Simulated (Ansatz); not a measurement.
Consider Cs2TaF6 (started from the K2PtCl6 type) (Fm-3m).

The structure was built from a prototype and need not be the compound's stable phase.

```yaml
crystal:
  lattice:
    - [4.70040, 4.70040, 0.00000]
    - [4.70040, 0.00000, -4.70040]
    - [0.00000, 4.70040, -4.70040]
  atoms:
    - { symbol: Cs, position: [0.25000, 0.25000, 0.25000] }
    - { symbol: Cs, position: [0.75000, 0.75000, 0.75000] }
    - { symbol: Ta, position: [0.00000, 0.00000, 0.00000] }
    - { symbol: F, position: [0.21266, 0.21266, 0.78734] }
    - { symbol: F, position: [0.78734, 0.78734, 0.21266] }
    - { symbol: F, position: [0.21266, 0.78734, 0.21266] }
    - { symbol: F, position: [0.78734, 0.21266, 0.78734] }
    - { symbol: F, position: [0.78734, 0.21266, 0.21266] }
    - { symbol: F, position: [0.21266, 0.78734, 0.78734] }
```

The structure was relaxed with PBE. The structure type comes from a generator and need not be one that this composition takes. The structure was generated from a model, not taken from a measurement. The runs that relaxed it are not among those shown. The program's search for lower electronic states was switched off, so nothing shows that the state found is the lowest. Spin-orbit coupling is left out unless a run names it. PAW set soft_2, made with PBE.

A constrained-RPA run (Ansatz 0.2.0; non-magnetic PBE; Ta t2g, bands v1 to c2, 2×2×2 mesh, medium accuracy) builds 3 functions on bands 0.11 eV wide, with 1.0 electrons in the window. The bare on-site interaction is 11.8 eV and the bare J 0.46 eV.

Q: What U and J survive the screening?

On the Ta t2g shell, U = 5.73 eV (49 % of the bare value), U′ = 5.01 eV, J = 0.34 eV.

The parent state is non-magnetic and the interaction static (zero frequency); U depends on the window and the orbitals, so it belongs to this model alone. Spin-orbit coupling, which is strong for atoms this heavy, is left out. Coarse meshes can leave U off its limit, most where the target bands are metallic.

[Paths, hosts, dates, memory and timing lines, banners, echoed tables and standing remarks are left out of the program output.]

[Logs are printed without paths, hosts, clocks, repeated set-up lines and the standing remarks that a program may print on its own settings, such as how far it seeks lower states.]

[Runs of the session that timed out or met a known fault of the program may be left out.]

[Hosts, paths, dates, database ids (printed as entryN), source tags and the programs' standing remarks are cut or masked in the printed files.]
